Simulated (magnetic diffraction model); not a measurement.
# TmAlNiSn3: the ordered moment from one line

Space group Cmmm (no. 65), a = 4.2930 Å, b = 27.5560 Å, c = 4.5090 Å.

| site | atom | x | y | z |
| --- | --- | --- | --- | --- |
| 4j | Tm | 0 | 0.8048 | 1/2 |
| 4i | Sn | 0 | 0.8901 | 0 |
| 4i | Sn | 0 | 0.7116 | 0 |
| 4j | Sn | 0 | 0.6084 | 1/2 |
| 4i | Ni | 0 | 0.5505 | 0 |
| 2c | Al | 1/2 | 0 | 1/2 |
| 2a | Al | 0 | 0 | 0 |

This is a made-up structure (elements placed in a structure type, unrelaxed), so the numbers test the method and describe no known phase.

Only Tm is taken to order (form factors of Tm3+); orders and moment sizes are assumed, and not adapted to the symmetry. Radiation: neutrons of λ = 2.41 Å, 5° to 65°; isotropic B of 0.46 Å² (Tm), 0.48 Å² (Sn), 0.81 Å² (Ni) and 0.67 Å² (Al). Simulated constant-wavelength pattern: nuclear and magnetic terms add, the magnetic one as |2.695 fm × Σ f S⊥ exp(2πi Q·r) exp(−B s²)|², summed over all Q at one angle with the factor 1/(sin²θ cos θ). For collinear order S is the moment m, which repeats by lattice and centring translations R with the sign exp(−2πi k·R). Free-ion form factors, Sears's scattering lengths of 1992, no absorption; a label names one of the reflections at its angle. The strongest nuclear line in the range is 100, and lines under 0.2 are left out.

In a first state the assumed order is k = (0 0 3/2), collinear moments along [100], 5.1 μB on Tm; signs + at (0, 0.8048, 1/2), + at (1/2, 0.6952, 1/2), with this pattern:

| 2θ (°) | index | nuclear | magnetic |
| --- | --- | --- | --- |
| 10.04 | (0 2 0) | 14.0 | 0.0 |
| 15.36 | (0 0 1/2) | 0.0 | 106.5 |
| 18.38 | (0 2 1/2) | 0.0 | 88.4 |
| 25.43 | (0 4 1/2) | 0.0 | 2.8 |
| 30.42 | (0 6 0) | 2.8 | 0.0 |
| 31.00 | (0 0 1) | 13.0 | 0.0 |
| 32.66 | (0 2 1) | 17.4 | 0.0 |
| 33.01 | (1 1 0) | 20.6 | 0.0 |
| 34.25 | (0 6 1/2) | 0.0 | 9.4 |
| 36.10 | (1 3 0) | 14.3 | 0.0 |
| 36.59 | (1 1 1/2) | 0.0 | 1.6 |
| 37.25 | (0 4 1) | 5.5 | 0.0 |
| 39.44 | (1 3 1/2) | 0.0 | 14.1 |
| 40.95 | (0 8 0) | 2.2 | 0.0 |
| 41.69 | (1 5 0) | 0.3 | 0.0 |
| 43.98 | (0 8 1/2) | 0.0 | 21.1 |
(The table stops after 16 lines; 22 more lie at higher angle.)

**Question.** Nearer the ordering temperature the line at 15.36° has total intensity 9.6 on the same scale, and all moments have shrunk alike. How large is the Tm moment?

The nuclear part, 0.0, stays, so the magnetic part is 9.6 against 106.5. It goes as m², so m = 5.1 × √(9.6/106.5) = 1.53 μB; the value used was 1.53 μB.
